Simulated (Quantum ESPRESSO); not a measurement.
## LiNbO3 (polar): bulk modulus from a few volumes

How stiff is polar LiNbO3 under hydrostatic load? Each row relaxes cell and atoms at a set pressure. The phase is followed to these pressures whether or not it stays the stable one.

Calculated with Quantum ESPRESSO 7.5, PBEsol, GBRV 1.5 ultrasoft potentials, cutoff 680 eV, Fermi–Dirac smearing 0.02 eV, k-mesh 7×7×7, no spin polarisation, no spin-orbit coupling.

Reference cell, relaxed at zero pressure with PBEsol (R3c): a = 5.4766 Å, b = 5.4766 Å, c = 5.4766 Å, α = 55.86°, β = 55.86°, γ = 55.86°.

```
atom       x       y       z
  Nb  0.0007  0.0007  0.0007
  Nb  0.5007  0.5007  0.5007
   O  0.2805  0.6384  0.8902
   O  0.6384  0.8902  0.2805
   O  0.8902  0.2805  0.6384
   O  0.3902  0.1384  0.7805
   O  0.7805  0.3902  0.1384
   O  0.1384  0.7805  0.3902
  Li  0.7184  0.7184  0.7184
  Li  0.2184  0.2184  0.2184
```

| V (Å³/atom) | V/V0 | P (GPa) | E − E0 (meV/atom) |
| --- | --- | --- | --- |
| 10.0935 | 0.9612 | 4.990 | 6.9 |
| 9.7599 | 0.9295 | 9.968 | 23.1 |
| 9.4721 | 0.9020 | 14.940 | 46.0 |
| 9.2180 | 0.8779 | 19.908 | 74.1 |
| 8.7767 | 0.8358 | 29.829 | 143.3 |

V0 = 10.5006 Å³ an atom, where the residual pressure P0 is +0.008 GPa. **Question.** Fit the Birch–Murnaghan law and give the pressure and the energy at V = 10.9179 Å³ an atom, a row left out above.

With the Eulerian strain f = ½[(V0/V)^(2/3) − 1] and F = (P − P0)/[3f(1 + 2f)^(5/2)], the third-order law is the line F = B0 + (3/2) B0 (B′ − 4) f.

| f | F (GPa) |
| --- | --- |
| 0.06350 | 116.10 |
| 0.04537 | 117.68 |
| 0.03557 | 117.85 |
| 0.02499 | 117.62 |
| 0.01336 | 116.41 |

A straight line through the 5 rows: the means are 0.03656 for f and 117.13 for F, Σ(Δx)² = 0.001476 and ΣΔxΔy = −0.01258, so the slope is −0.01258/0.001476 = −8.5209 and the intercept 117.13 − (−8.5209)(0.03656) = 117.44.

Hence B0 = 117.4 GPa and B′ = 4 + (−8.5)/(1.5 × 117.4) = 3.95. For the withheld volume f = −0.01282, F = 117.55 GPa and P = −4.23 GPa, an extrapolation past the fitted rows. The run itself gives −4.00 GPa, so the estimate misses by 0.23 GPa; the fitted rows themselves lie up to 0.21 GPa off the law.

Integrating the same law gives E − E0 = (9/2) B0 V0 f²[1 + (B′ − 4) f] + P0(V0 − V), with 1 GPa Å³ = 6.2415 meV: 5.7 meV an atom. The run itself gives 4.6 meV, so the estimate misses by 1.1 meV; the fitted rows themselves lie up to 4.0 meV off the law.

Measured volume: 10.621 Å³ an atom (doi:10.1107/S0108768193012820, 300 K), so V0 is −1.1 % off. A stiffness follows the volume as d ln B/d ln V = −B′, which moves B0 by about −4 % when it is taken at the measured volume.

The calculation is for a static lattice, while measurements hold thermal and zero-point motion.

[Logs are printed without paths, hosts, clocks, repeated set-up lines and the standing remarks that a program may print on its own settings, such as how far it seeks lower states.]
